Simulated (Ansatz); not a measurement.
**Resistivity from frozen vibrations: Al(111) with 4 thermally displaced layers, 2x2**

Wanted: the phonon-limited resistivity of Al at 500 K by the Landauer route.

Method: Ansatz plane-wave DFT, PBE, PAW files; ballistic transport by layer matching (Landauer), zero bias, in Ansatz 0.2.0.

### Step 1. The starting structure

The cell holds 40 atoms: 40 Al. Cell: a = 5.725 Å, b = 5.725 Å, c = 23.429 Å, α = 93.5°, β = 86.5°, γ = 120.0°. It derives from Al. Regions: lead, 24 atoms (24 Al); scattering region, 16 atoms (16 Al). The structure is stacked along c, and the current runs across the ab planes.

### Step 2. With 4 displaced layers

Each atom of 4 layers is moved at random, by amounts drawn from a normal law 0.1226 Å wide in each direction from the Debye model (428 K) at 500 K. The layers about the cell's end stay perfect and serve as the lead. Disorder leaves little or no symmetry, which makes such runs dear. Energies from -0.05 to 0.05 eV in steps of 0.05 eV are too few for the program's thermal sum, so it prints no conductance; for a metal the transmission near the Fermi level serves, at a fraction of the cost.

input.yaml

```yaml
crystal:
  lattice:
    - [5.7246940741, 0.0, 0.0]
    - [-2.862347037, 4.957730497, 0.0]
    - [1.4311735185, -0.8262884162, 23.3709656917]
  atoms:
    - { symbol: Al, position: [0.9916666667, 0.0083333333, 0.05] }
    - { symbol: Al, position: [0.9916666667, 0.5083333333, 0.05] }
    - { symbol: Al, position: [0.4916666667, 0.0083333333, 0.05] }
    - { symbol: Al, position: [0.4916666667, 0.5083333333, 0.05] }
    - { symbol: Al, position: [0.1416666667, 0.3583333333, 0.15] }
    - { symbol: Al, position: [0.1416666667, 0.8583333333, 0.15] }
    - { symbol: Al, position: [0.6416666667, 0.3583333333, 0.15] }
    - { symbol: Al, position: [0.6416666667, 0.8583333333, 0.15] }
    - { symbol: Al, position: [0.2916666667, 0.2083333333, 0.25] }
    - { symbol: Al, position: [0.2916666667, 0.7083333333, 0.25] }
    - { symbol: Al, position: [0.7916666667, 0.2083333333, 0.25] }
    - { symbol: Al, position: [0.7916666667, 0.7083333333, 0.25] }
    - { symbol: Al, position: [0.942165772, 0.0556274779, 0.3533582433] }
    - { symbol: Al, position: [0.9369755821, 0.5454078902, 0.3518961293] }
    - { symbol: Al, position: [0.4819030091, 0.0811296356, 0.3463097587] }
    - { symbol: Al, position: [0.4068372883, 0.5429624345, 0.3502167048] }
    - { symbol: Al, position: [0.0402778003, 0.4018360357, 0.443466702] }
    - { symbol: Al, position: [0.0695400506, 0.8946031026, 0.4483413877] }
    - { symbol: Al, position: [0.6134762518, 0.4339913797, 0.4493259909] }
    - { symbol: Al, position: [0.6123906568, 0.8921972791, 0.4518432457] }
    - { symbol: Al, position: [0.2628196376, 0.2600074752, 0.5461012445] }
    - { symbol: Al, position: [0.2160848404, 0.747211035, 0.5511546575] }
    - { symbol: Al, position: [0.717606874, 0.2530234662, 0.5491650571] }
    - { symbol: Al, position: [0.755587469, 0.7639501772, 0.5518635006] }
    - { symbol: Al, position: [0.8753825476, 0.10581452, 0.6541110044] }
    - { symbol: Al, position: [0.906752745, 0.5785330136, 0.6579387016] }
    - { symbol: Al, position: [0.4299044309, 0.1278780646, 0.6513867504] }
    - { symbol: Al, position: [0.4012538575, 0.6460880343, 0.6602791871] }
    - { symbol: Al, position: [0.0416666667, 0.4583333333, 0.75] }
    - { symbol: Al, position: [0.0416666667, 0.9583333333, 0.75] }
    - { symbol: Al, position: [0.5416666667, 0.4583333333, 0.75] }
    - { symbol: Al, position: [0.5416666667, 0.9583333333, 0.75] }
    - { symbol: Al, position: [0.1916666667, 0.3083333333, 0.85] }
    - { symbol: Al, position: [0.1916666667, 0.8083333333, 0.85] }
    - { symbol: Al, position: [0.6916666667, 0.3083333333, 0.85] }
    - { symbol: Al, position: [0.6916666667, 0.8083333333, 0.85] }
    - { symbol: Al, position: [0.8416666667, 0.1583333333, 0.95] }
    - { symbol: Al, position: [0.8416666667, 0.6583333333, 0.95] }
    - { symbol: Al, position: [0.3416666667, 0.1583333333, 0.95] }
    - { symbol: Al, position: [0.3416666667, 0.6583333333, 0.95] }
kpoints:
  mp_grid: { grid: [5, 5, 1] }
hamiltonian:
  xc: pbe
scf:
  occupations: { method: fermi_dirac, width: 0.1 }
output:
  transmission:
    leads: [[0, 4]]
    kmesh: [10, 10]
    e_range: [-0.05, 0.05]
    de: 0.05
  write_potential: true
  write_density: true
  volumetric_format: npy
  elf: true
```

Run with:

```sh
$ ansatz run input.yaml --threads 4 --pin off --max-ram 15360MiB --backend cpu --events-out ev --progress --plain --runs-dir out
```

Numbers of over 12 decimals in the logs are rounded to 6 here.

Log:

```text
Engine: ansatz 0.2.0, aarch64-unknown-linux-gnu
Pseudopotentials: kind: paw
Pseudopotential: Al, paw, valence charge 3, recommended cutoff 420 eV (normal), Al.paw.azcp
Functional definition: PBE
  parameter kappa = 0.804
  parameter beta = 0.066725
  exchange = pbe_x(kappa = kappa, mu = beta*pi^2/3)
  correlation = pbe_c(beta = beta)
Crystal: 40 atoms, lattice volume = 663.303 Å³
Basis set: ecut = 420 eV, 13043 PW (Γ)
Bands: 100, of which v1, the nominal top of the filled ones, is band 60 counted from 1 (59 counted from 0)
Symmetry: 1 space group operations
Space group: P1 (ITA 1), of the structure as read, at distance tolerance 8.7e-5 Å
k-points: 13 of 25 (time reversal used)
Non-local potential: Al, projectors of the file, l = 0: 2, l = 1: 2, l = 2: 1
PAW form: soft (Blöchl's): semilocal exchange-correlation on the pseudo side does not see the compensation charge
PAW one-centre angular grid: Al, 110 points (default); XC on 64 Gauss nodes
Initial density: superposition of atomic densities (neutral atoms: chi_scale 0, normalization atom), corrected by the library's trained network
Initial wavefunctions: pseudopotential atomic-orbital guess
Functional: x = pbe(κ = 0.804, μ = 0.219515), c = pbe(β = 0.066725)
SCF iter   1: F=—  HF=-21498.516706 eV  |F-HF|=—  |Δ(HF+E_count)|=         —  Δρ=8.37e-4  dr2=1.44e-2  ethr=1.77e-3  ⟨swp⟩=6.8  Hψ=6481  notcnv=0  defer=54
preconditioner: auto → Kerker (q_TF=auto, 2.052 Å⁻¹)  [metal: Δε(μ)=0.020 eV  Ē_g=6.720 eV  σ=0.100 eV  W_gap=0.05  n_scr=86 (ndim 8)  ℏωp=15.8 eV  f_vac=0.000  D(μ)=20.11/eV (n_scr^D=142)]
SCF iter   2: F=—  HF=-21498.517733 eV  |F-HF|=—  |Δ(HF+E_count)|=   1.03e-3  Δρ=4.96e-4  dr2=5.35e-3  ethr=1.20e-5  ⟨swp⟩=2.2  Hψ=1978  notcnv=0  defer=54
SCF iter   3: F=—  HF=-21498.517692 eV  |F-HF|=—  |Δ(HF+E_count)|=   4.16e-5  Δρ=6.02e-5  dr2=3.75e-4  ethr=4.46e-6  ⟨swp⟩=1.0  Hψ=1184  notcnv=0  defer=54
SCF iter   4: F=—  HF=-21498.517686 eV  |F-HF|=—  |Δ(HF+E_count)|=   5.10e-6  Δρ=3.24e-5  dr2=4.33e-5  ethr=3.12e-7  ⟨swp⟩=1.0  Hψ=1184  notcnv=0  defer=54
SCF iter   5: F=—  HF=-21498.517704 eV  |F-HF|=—  |Δ(HF+E_count)|=   1.74e-5  Δρ=4.24e-6  dr2=4.80e-7  ethr=3.61e-8  ⟨swp⟩=1.0  Hψ=1194  notcnv=0  defer=54
SCF iter   6: F=-21498.517704 eV  HF=-21498.517704 eV  |F-HF|=3.40e-8  |Δ(HF+E_count)|=   7.31e-9  Δρ=1.02e-6  dr2=3.89e-8  ethr=8.33e-11  ⟨swp⟩=14.2  Hψ=5133  notcnv=0
SCF 1 converged in 6 iterations: F = -21498.517704 eV  dr2 = 3.89e-8
  greatest PAW one-centre occupation: 0.457 electrons in one spin orbital (limit 2), on the Al atom at site 18 (counted from 0), in its partial waves of l = 0
transmission: 159 of 1508 steps passed
transmission: 306 of 1508 steps passed
[...]
transmission: 1508 of 1508 steps passed
SCF converged after 6 iterations
Free energy (F): -21498.517704 eV
Harris-Foulkes:  -21498.517704 eV  (|F-HF|=3.40e-8)
Internal energy: -21497.874682 eV  (E = F + TS)
E sigma→0 (E₀):  -21498.196193 eV
Entropy (-TS):   -0.643022 eV (-16.076 meV/atom)
Fermi energy:    7.928894 eV
--- Per-component energies (eV) ---
  E_band       = 415.611584
  E_kinetic    = 912.785237
  E_local      = 368.443635  (includes V_loc(G=0)·N_el)
  E_nonlocal   = 414.697103
  E_hartree    = 12.535700
  E_xc         = -1589.366654
  E_vxc        = -1158.281277  (∫ρ·V_xc dr)
  E_paw        = -18694.253168  (= ΣΔE_a)
  E_vpaw       = -147.104467  (= ΣTr[D̂ρ^β])
  E_aug_tail   = -0.000087  (compensation charges beyond the density's cutoff)
  E_ewald      = -2922.716448
  E_smearing   = -0.643022  (= −TS)
  E_closure    = 0.000000  (closes the sum)
  Σ components = -21498.517704   (vs F -21498.517704, Δ=0.00e0)
--- Band table (eV; the first three rows and the last of 13) ---
  k-point 0: bands = [... 56 lower, 6.3744, 6.7005, 6.7475, 6.7674, 6.8006, 7.1062, 7.1646, 7.1808, ... 36 higher]
  k-point 1: bands = [... 56 lower, 6.7307, 6.8861, 7.0554, 7.1836, 7.3375, 7.3980, 7.5279, 7.5863, ... 36 higher]
  k-point 2: bands = [... 56 lower, 7.8572, 7.9126, 7.9889, 8.0566, 8.1545, 8.1683, 8.2890, 8.3670, ... 36 higher]
  k-point 12: bands = [... 56 lower, 7.4745, 7.5717, 7.7940, 7.9329, 7.9663, 8.0091, 8.0756, 8.1346, ... 36 higher]
--- Transmission ---
  basis      : 253 plane waves across, 29 finite elements along
  points     : 52, standing for a mesh of 10 x 10
  energies   : 3 from -0.050000 to 0.050000 eV about the Fermi level, 0.050000 eV apart; the leads are filled to 0.000000 eV, and channels, transmission and decay are at 0.000000 eV
  crystal 0  : Al4, at the sites [0, 4], period 2.3371 Å, over 14.02 Å; its Hamiltonian steps by up to 12.9 meV
    offset         : up to 0.0000 Å between an atom of the period and one for which it stands
    channels       : 5.410000e0 a spin
    conductance    : none, the energies end too early or step too widely for 300 K: set another output.transmission.e_range or a lower de, or, where they end at an eighth of basis.ecutwfc, a higher one
  junction   : crystal 0 to crystal 0, 0.70 to 21.73 Å
    transmission   : 4.851137e0 a spin
    conductance    : none, the energies end too early or step too widely for 300 K: set another output.transmission.e_range or a lower de, or, where they end at an eighth of basis.ecutwfc, a higher one
```

Elapsed: 5 min, on 4 threads of Arm Neoverse V2, shared host; peak memory 1.7 GiB.

In the SCF lines HF is the Harris–Foulkes energy and dr2 the Hartree energy of the density residual, in eV; the loop may stop once dr2 is under the threshold and the program's other checks hold. Hψ counts applications of the Hamiltonian.

This step gave:

```yaml
free_energy: -21498.5177 eV
energy_at_zero_smearing: -21498.1962 eV
fermi_energy: 7.929 eV
cell_area: 28.38 Å²
transmission_per_spin_nearest_the_fermi_level: 4.851
open_channels_per_spin_nearest_the_fermi_level: 5.41
step_of_the_lead_s_potential: 12.9 meV
```

Per spin. Transmission, zone mean against energy, zero at the Fermi level:

```
energy (eV)  transmission, zone mean
    -0.0500                     4.78
     0.0000                     4.85
     0.0500                     4.98
```

Per spin. Open channels, zone mean, lead against energy, zero at the Fermi level:

```
energy (eV)  open channels, zone mean, lead
    -0.0500                            5.29
     0.0000                            5.41
     0.0500                            5.59
```

Transmission over k1 and k2. At 0.0000 eV from the Fermi level.

Ten even steps from '_' (2.95) to '@' (6.84):
```
====**..++==--__..__
::++--@@@@--==..::::
::..@@@@##@@@@....__
==++@@@@####%%@@++==
::==--@@##@@##@@--==
====++@@%%####@@@@++
::__....@@@@##@@@@..
::::::..==--@@@@--++
==__..__--==++..**==
..--....--..--....--
```
Columns: k1 (b1) from -0.5 to 0.4; rows upwards: k2 (b2) from -0.5 to 0.4.

Open channels over k1 and k2. At 0.0000 eV from the Fermi level.

Ten even steps from '0' (3.00) to '9' (7.00):
```
5775775020
2759957222
2599999520
5799779975
2759797957
5579977997
2025999995
2222759957
5020577577
2522525225
```
Columns: k1 (b1) from -0.5 to 0.4; rows upwards: k2 (b2) from -0.5 to 0.4.

Electrostatic potential energy in the ca plane at fractional y = 0.543, with atoms of Al within 0.2 Å of it. With pseudopotentials it is smooth inside the atoms' cores, unlike the true potential.

Values in units of 1e0 eV, 8 rows by 16 columns, each cell a mean:
```
 8.1  9.1  7.8  4.1 -3.2 -3.6  5.8  6.8  9.1  7.6  6.1 -5.0 -4.5  3.2  2.7  8.2
 3.0  5.2  0.0  6.5 -3.0  1.0  0.7  1.1  8.2  6.9  7.5 -5.3 -3.5  6.0  6.9  8.4
 2.5  4.3 -3.3  7.4  7.3  7.5 -5.5 -6.5  6.2  4.3  8.9  6.7  6.1 -4.0 -4.1  7.7
 7.9  8.5  6.0  6.3 -4.2  2.6  1.3 -0.1  7.7  6.0  9.1  6.0  6.0 -5.3 -6.5  7.1
 8.2  9.1  7.8  3.3 -2.9 -3.1  8.4  8.7  9.2  8.1  8.2 -5.6 -2.8  3.3  2.5  8.2
 2.9  5.2 -0.1  5.2 -5.7 -0.5  6.5  7.9  9.0  7.6  8.2 -5.9 -4.2  6.0  6.9  8.3
 2.6  4.3 -3.3  6.9  4.3  6.0 -3.2  0.0  6.9  3.5  8.7  4.8  4.4 -4.1 -4.1  7.7
 7.9  8.5  5.9  5.6 -6.1 -0.7 -2.6 -0.3  7.1  3.8  7.7 -0.8  1.8 -5.5 -6.6  7.2
```
Columns run along c (16.0 Å, from fractional 0.16 to 0.84 of the cell; values clipped at the 3rd and 97th percentile), rows up along a (5.7 Å). Atoms in or near the plane, at fractional coordinates: Al at (0.35, 0.94), Al at (0.35, 0.41), Al at (0.66, 0.91).

ELF in the ca plane at fractional y = 0.543, with atoms of Al within 0.2 Å of it. It is the smooth field of the valence electrons, not physical close to the nuclei.

Values, 8 rows by 16 columns, each cell a mean:
```
0.45 0.33 0.56 0.57 0.14 0.40 0.68 0.52 0.36 0.60 0.55 0.18 0.35 0.63 0.47 0.46
0.58 0.54 0.58 0.51 0.41 0.50 0.58 0.47 0.40 0.59 0.48 0.31 0.43 0.62 0.46 0.38
0.59 0.57 0.54 0.44 0.50 0.48 0.34 0.34 0.54 0.60 0.34 0.46 0.58 0.44 0.39 0.52
0.45 0.37 0.59 0.54 0.40 0.55 0.59 0.51 0.49 0.61 0.37 0.49 0.59 0.37 0.30 0.59
0.45 0.33 0.56 0.58 0.14 0.40 0.56 0.39 0.33 0.56 0.48 0.39 0.51 0.63 0.47 0.46
0.58 0.54 0.57 0.57 0.35 0.52 0.55 0.42 0.40 0.60 0.46 0.36 0.45 0.62 0.46 0.38
0.58 0.57 0.53 0.52 0.65 0.63 0.47 0.53 0.55 0.62 0.40 0.60 0.66 0.46 0.38 0.53
0.46 0.37 0.59 0.56 0.33 0.56 0.55 0.51 0.51 0.62 0.46 0.51 0.65 0.39 0.29 0.59
```
Columns run along c (16.0 Å, from fractional 0.16 to 0.84 of the cell), rows up along a (5.7 Å). Atoms in or near the plane, at fractional coordinates: Al at (0.35, 0.94), Al at (0.35, 0.41), Al at (0.66, 0.91).

Valence density in the ca plane at fractional y = 0.543, with atoms of Al within 0.2 Å of it. It is the smooth field of the valence electrons, not physical close to the nuclei.

Ten even steps from '0' (0.07 e/Å³) to '9' (0.28 e/Å³), each cell a mean:
```
53223455556200389999643356654552127998655445
64333566556300389999643346654551005887654334
66545666555544678899753456654453126776653334
66666666544455566766665567643345567777654334
66666666533445445643566667642224566676455545
65445666544455545654566667642123455663125655
54333566555545656676655566542223556663125655
53223455556311465566533345543334567776455555
54323455566200365444322245433344346777654445
65444566666411465443211234433343136776653334
66556666656655665554322345533344347777654334
66666666555688766655433456543346788887655445
66556666555688877655554456543246888885246555
65434666555667888755654566643346899983125666
53223455556422699987654456654456689995335655
```
Columns run along c (16.0 Å, from fractional 0.16 to 0.84 of the cell), rows up along a (5.7 Å). Atoms in or near the plane, at fractional coordinates: Al at (0.35, 0.94), Al at (0.35, 0.41), Al at (0.66, 0.91).

Over the solved energies the transmission per spin lies between 4.78 and 4.98, out of 5.43 channels of the lead on average (up to 5.59).

(Continued in part 2 of 2.)

[Logs are printed without paths, hosts, clocks, repeated set-up lines and the standing remarks that a program may print on its own settings, such as how far it seeks lower states.]

[Hosts, paths, dates, database ids (printed as entryN), source tags and the programs' standing remarks are cut or masked in the printed files.]
